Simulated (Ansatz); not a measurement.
SnSe2/SnSe2 (1T multilayer), computed twice by G0W0.

The cell holds 6 atoms: 2 Sn and 4 Se. Its edges and angles: a = 3.839 Å, b = 3.839 Å, c = 41.500 Å, α = 90.0°, β = 90.0°, γ = 120.0°. It derives from Se2Sn1. Regions: layer 1 (SnSe2), 3 atoms (1 Sn and 2 Se); layer 2 (SnSe2), 3 atoms (1 Sn and 2 Se). Vacuum lies along c.

```xyz
6
Lattice="3.8393 0.0000 0.0000 -1.9197 3.3250 0.0000 0.0000 0.0000 41.5000" Properties=species:S:1:pos:R:3
Sn    0.0000    0.0000   17.7651
Se    0.0000    2.2166   19.3589
Se    1.9197    1.1083   16.1718
Sn    0.0000    0.0000   23.7349
Se    0.0000    2.2166   25.3282
Se    1.9197    1.1083   22.1411
```

The structure was relaxed with PBE-D3(BJ). The runs that relaxed it are not among those shown.

The first (Ansatz 0.2.0; start PBE, 6×6×1 mesh, 704 empty bands, screening to 70 eV, PAW set soft_1 files; 1 × NVIDIA H100 80GB HBM3 (shared by 6 runs) with 3 threads of AMD EPYC 7R13 (Zen 3), shared host) gave, on its mesh: starting gap 0.67 eV, G0W0 gap 1.32 eV, mean of 1 + 4πα/V (set by the cell height) 3.53, 59 s.

The second gave: starting gap 0.67 eV, G0W0 gap 1.29 eV, mean of 1 + 4πα/V (set by the cell height) 3.58, 25 s.

Question: What was changed in the input? Choose among start, files, mesh, bands and cutoff, frequency model or another key.

Changed: empty bands from 704 to 281 and screening cutoff (eV) from 70.0 to 38. The starting gap stayed, which rules out the functional and points to the GW step. Other changes could give like numbers; this is the one that was made.

Limits: not at the basis limit; coarse mesh for a sheet; no spin-orbit coupling.

[Paths, hosts, dates, memory and timing lines, banners, echoed tables and standing remarks are left out of the program output.]

[Logs are printed without paths, hosts, clocks, repeated set-up lines and the standing remarks that a program may print on its own settings, such as how far it seeks lower states.]

[Runs of the session that timed out or met a known fault of the program may be left out.]

[Cells called generated may have been cut or substituted from an entry of the Crystallography Open Database or the Materials Project.]

[Hosts, paths, dates, database ids (printed as entryN), source tags and the programs' standing remarks are cut or masked in the printed files.]
